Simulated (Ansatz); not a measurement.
# Sn2C (model cell, started as antifluorite): a soft mode frozen in, part 3 of 3

Which phase does Sn2C (model cell, started as antifluorite) fall into along its unstable mode, and how much energy does it gain?

Ansatz 0.2.0; DFT PBEsol, scalar-relativistic, plane waves, PAW.

So far. Step 5 (Energy along the mode, all amplitudes (two of the runs …): The lowest of the steps tried is at 0.45 Å, 46.6 meV/atom below the parent; the bottom of the well need not coincide with a step. Step 7 (The new phase in its own primitive cell): The largest force component left is 0.69 meV/Å and the pressure is 0.000 GPa, within the tolerances set. The cell now holds 21.25 Å³/atom. The relaxed cell has a = 3.638, c = 33.375 Å (conventional setting).

The structure was built from a prototype and need not be the compound's stable phase.

## (8) Modes of the new phase

A relaxed structure may still be a saddle point, so its zone-centre modes are computed. No field response is asked, since the mesh shows no gap.

input.yaml reads:

```yaml
crystal:
  lattice:
    - [1.8188255112, 1.0500993985, 11.1251146217]
    - [-1.8188255112, 1.0500993985, 11.1251146217]
    - [0.0, -2.100198797, 11.1251146217]
  atoms:
    - { symbol: C, position: [0.2984992033, 0.2984992033, 0.2984992033] }
    - { symbol: C, position: [0.7015007967, 0.7015007967, 0.7015007967] }
    - { symbol: Sn, position: [0.8684702099, 0.8684702099, 0.8684702099] }
    - { symbol: Sn, position: [0.3726947125, 0.3726947125, 0.3726947125] }
    - { symbol: Sn, position: [0.1315297901, 0.1315297901, 0.1315297901] }
    - { symbol: Sn, position: [0.6273052875, 0.6273052875, 0.6273052875] }
kpoints:
  mp_grid: { grid: [12, 12, 12] }
hamiltonian:
  xc: pbesol
scf:
  occupations: { method: methfessel_paxton, width: 0.2 }
output:
  eigenvalues: true
phonons:
  method: dfpt
```

Launch:

```sh
$ ansatz run input.yaml --threads 4 --pin off --max-ram 7168MiB --backend cpu --events-out ev --progress --plain --runs-dir out
```

Numbers of over 12 decimals in the logs are rounded to 6 here.

What it wrote:

```text
Engine: ansatz 0.2.0, aarch64-unknown-linux-gnu
Pseudopotentials: kind: paw
Pseudopotential: C, paw, valence charge 4, recommended cutoff 420 eV (normal), C.paw.azcp
Pseudopotential: Sn, paw, valence charge 14, recommended cutoff 420 eV (normal), Sn.paw.azcp
Functional definition: PBEsol
  exchange = pbesol_x
  correlation = pbesol_c
Crystal: 6 atoms, lattice volume = 127.490 Å³
Basis set: ecut = 420 eV, 2449 PW (Γ), exchange–correlation on 160×160×160 points (8 copies of the dense FFT grid, shifted against one another)
Bands: 39, of which v1, the nominal top of the filled ones, is band 32 counted from 1 (31 counted from 0)
Symmetry: 12 space group operations
k-points: 476 of 1728 (irreducible under 2 space group operations, time reversal used)
Non-local potential: C, projectors of the file, l = 0: 2, l = 1: 2, l = 2: 1
Non-local potential: Sn, projectors of the file, l = 0: 2, l = 1: 2, l = 2: 2, l = 3: 2
PAW form: soft (Blöchl's): semilocal exchange-correlation on the pseudo side does not see the compensation charge
PAW frozen core: C, regenerated for the run's functional, and the local potential with it (the file was generated under x = pbe(κ = 0.804, μ = 0.219515), c = pbe(β = 0.066725))
PAW frozen core: Sn, regenerated for the run's functional, and the local potential with it (the file was generated under x = pbe(κ = 0.804, μ = 0.219515), c = pbe(β = 0.066725))
PAW one-centre angular grid: C, 110 points (default); XC on 64 Gauss nodes
PAW one-centre angular grid: Sn, 590 points (default); XC on 64 Gauss nodes
Initial density: superposition of atomic densities (neutral atoms: chi_scale 0, normalization atom), corrected by the library's trained network
Initial wavefunctions: pseudopotential atomic-orbital guess
Functional: x = pbesol(κ = 0.804, μ = 0.123457), c = pbesol(β = 0.046)
SCF iter   1: F=—  HF=-24287.249731 eV  |F-HF|=—  |Δ(HF+E_count)|=         —  Δρ=6.66e-3  dr2=7.70e-2  ethr=1.77e-3  ⟨swp⟩=7.6  Hψ=85227  notcnv=0
preconditioner: auto → Kerker (q_TF=auto, 2.432 Å⁻¹)  [metal: Δε(μ)=0.009 eV  Ē_g=18.078 eV  σ=0.200 eV  W_gap=0.04  n_scr=38 (ndim 8)  ℏωp=26.3 eV  f_vac=0.000  D(μ)=1.94/eV (n_scr^D=4)]
SCF iter   2: F=—  HF=-24287.233917 eV  |F-HF|=—  |Δ(HF+E_count)|=   1.58e-2  S|Δr|=    0.00e0  Δρ=2.00e-3  dr2=5.91e-3  ethr=1.20e-4  ⟨swp⟩=1.9  Hψ=24556  notcnv=0  defer=2
SCF iter   3: F=—  HF=-24287.232843 eV  |F-HF|=—  |Δ(HF+E_count)|=   1.07e-3  S|Δr|=    0.00e0  Δρ=8.03e-4  dr2=2.08e-3  ethr=9.23e-6  ⟨swp⟩=2.6  Hψ=30062  notcnv=0  defer=2
SCF iter   4: F=—  HF=-24287.232677 eV  |F-HF|=—  |Δ(HF+E_count)|=   1.66e-4  S|Δr|=    0.00e0  Δρ=2.76e-4  dr2=6.86e-4  ethr=3.26e-6  ⟨swp⟩=1.0  Hψ=17794  notcnv=0  defer=2
SCF iter   5: F=—  HF=-24287.232598 eV  |F-HF|=—  |Δ(HF+E_count)|=   7.87e-5  S|Δr|=    0.00e0  Δρ=1.05e-4  dr2=1.16e-4  ethr=1.07e-6  ⟨swp⟩=1.8  Hψ=18531  notcnv=0  defer=2
SCF iter   6: F=—  HF=-24287.232584 eV  |F-HF|=—  |Δ(HF+E_count)|=   1.34e-5  S|Δr|=    0.00e0  Δρ=3.91e-5  dr2=1.24e-5  ethr=1.81e-7  ⟨swp⟩=2.0  Hψ=19525  notcnv=0  defer=2
SCF iter   7: F=—  HF=-24287.232585 eV  |F-HF|=—  |Δ(HF+E_count)|=   3.64e-7  S|Δr|=    0.00e0  Δρ=1.41e-5  dr2=1.16e-6  ethr=1.94e-8  ⟨swp⟩=1.6  Hψ=18151  notcnv=0  defer=2
SCF iter   8: F=—  HF=-24287.232574 eV  |F-HF|=—  |Δ(HF+E_count)|=   1.13e-5  S|Δr|=    0.00e0  Δρ=5.88e-6  dr2=1.90e-7  ethr=1.82e-9  ⟨swp⟩=2.0  Hψ=28248  notcnv=0  defer=2
SCF iter   9: F=—  HF=-24287.232573 eV  |F-HF|=—  |Δ(HF+E_count)|=   3.54e-8  S|Δr|=    0.00e0  Δρ=2.11e-6  dr2=1.39e-8  ethr=2.98e-10  ⟨swp⟩=2.6  Hψ=30149  notcnv=0  defer=2
SCF iter  10: F=—  HF=-24287.232573 eV  |F-HF|=—  |Δ(HF+E_count)|=   2.99e-9  S|Δr|=    0.00e0  Δρ=7.60e-7  dr2=1.58e-9  ethr=2.17e-11  ⟨swp⟩=2.8  Hψ=33611  notcnv=0  defer=2
SCF iter  11: F=—  HF=-24287.232573 eV  |F-HF|=—  |Δ(HF+E_count)|=  2.55e-11  S|Δr|=    0.00e0  Δρ=1.87e-7  dr2=6.67e-11  ethr=2.48e-12  ⟨swp⟩=2.0  Hψ=23092  notcnv=0  defer=2
SCF iter  12: F=-24287.232573 eV  HF=-24287.232573 eV  |F-HF|=3.64e-12  |Δ(HF+E_count)|=  4.00e-11  S|Δr|=    0.00e0  Δρ=6.37e-8  dr2=7.23e-12  ethr=1.00e-12  ⟨swp⟩=11.9  Hψ=97720  notcnv=0
SCF 1 converged in 12 iterations: F = -24287.232573 eV  dr2 = 7.23e-12
[...]
DFPT response loops at Γ: preconditioner auto → Kerker (q_TF=auto, 2.432 Å⁻¹) (partly filled bands, converged f_vac=0.000); β = 1.00, the filter's whole step (`scf.mixing.beta` (0.50) is not read by the response loops under this deck's `scf.mixing.preconditioner`; to damp them name `kerker` or `kerker_dos`, under which they read `scf.mixing.beta`, and type it under 1.00, their step now; both keys bind the ground state too); Broyden in place of MSR1
the run's response loops start from zero, take more passes and end by a threshold: the memory limit or budget leaves too little room for the subspace of the ground state's own states beside the solves, or none could be made (phonons.method)
```

Elapsed: 8.5 min, on 4 threads of Arm Neoverse V2, shared host; peak memory 6.4 GiB.

The run was cut off at the time limit after its SCF cycle had converged; no result of it is taken.

The program's message: “Warning: RAYON_”

## (9) The phases reached

The phases reached along the modes that were followed are set side by side.

Energies are those of the first relaxation, on the mesh of the frozen mode; space group, volume and gap are those of the last relaxation. Phases, by row:

```tsv
mode frozen in	space group	energy from parent (meV/atom)	volume (Å³/atom)	gap on mesh (eV)	lowest zone-centre optical mode (cm⁻¹)	largest shift (Å)
parent	Fm-3m	0	20.41	0	–	–
q = (0, 0, -0.5), 263i cm⁻¹	R-3m	-475.1	21.25	0	–	1.618
```

## (10) Summary of results

```json
{
 "unstable mode of the parent": "q = (0, 0, -0.5), 263i cm⁻¹",
 "depth at the lowest point sampled": "46.6 meV/atom",
 "largest atomic shift at that point": "0.45 Å",
 "space group reached (within 0.01 Å)": "R-3m",
 "energy gained over the parent (first relaxation, on the mesh of the frozen mode)": "475 meV/atom",
 "volume per atom, phase reached": "21.2 Å³"
}
```

Along this mode the structure falls into R-3m, 475 meV/atom below the parent. At the parent's cell the well is 46.64 meV/atom deep on the steps tried, with its lowest point at a shift of 0.45 Å. Relaxing atoms and cell changes the gain by +428.49 meV/atom against the lowest step (energies at zero smearing). Most of the total comes from this relaxation. The modes of the phase reached were not computed on this path. Each path keeps the symmetry of its pattern, so a lower phase may lie along a pattern not tried. With no gap, or one that is small against the smearing, the frequencies hang on the k mesh and the smearing, most of all near Kohn anomalies. Spin-orbit coupling is left out, which can matter for the heavy elements here. The starting cell was built on a prototype and not taken from a measurement, so the phase need not exist.

[Logs are printed without paths, hosts, clocks, repeated set-up lines and the standing remarks that a program may print on its own settings, such as how far it seeks lower states.]

[Hosts, paths, dates, database ids (printed as entryN), source tags and the programs' standing remarks are cut or masked in the printed files.]
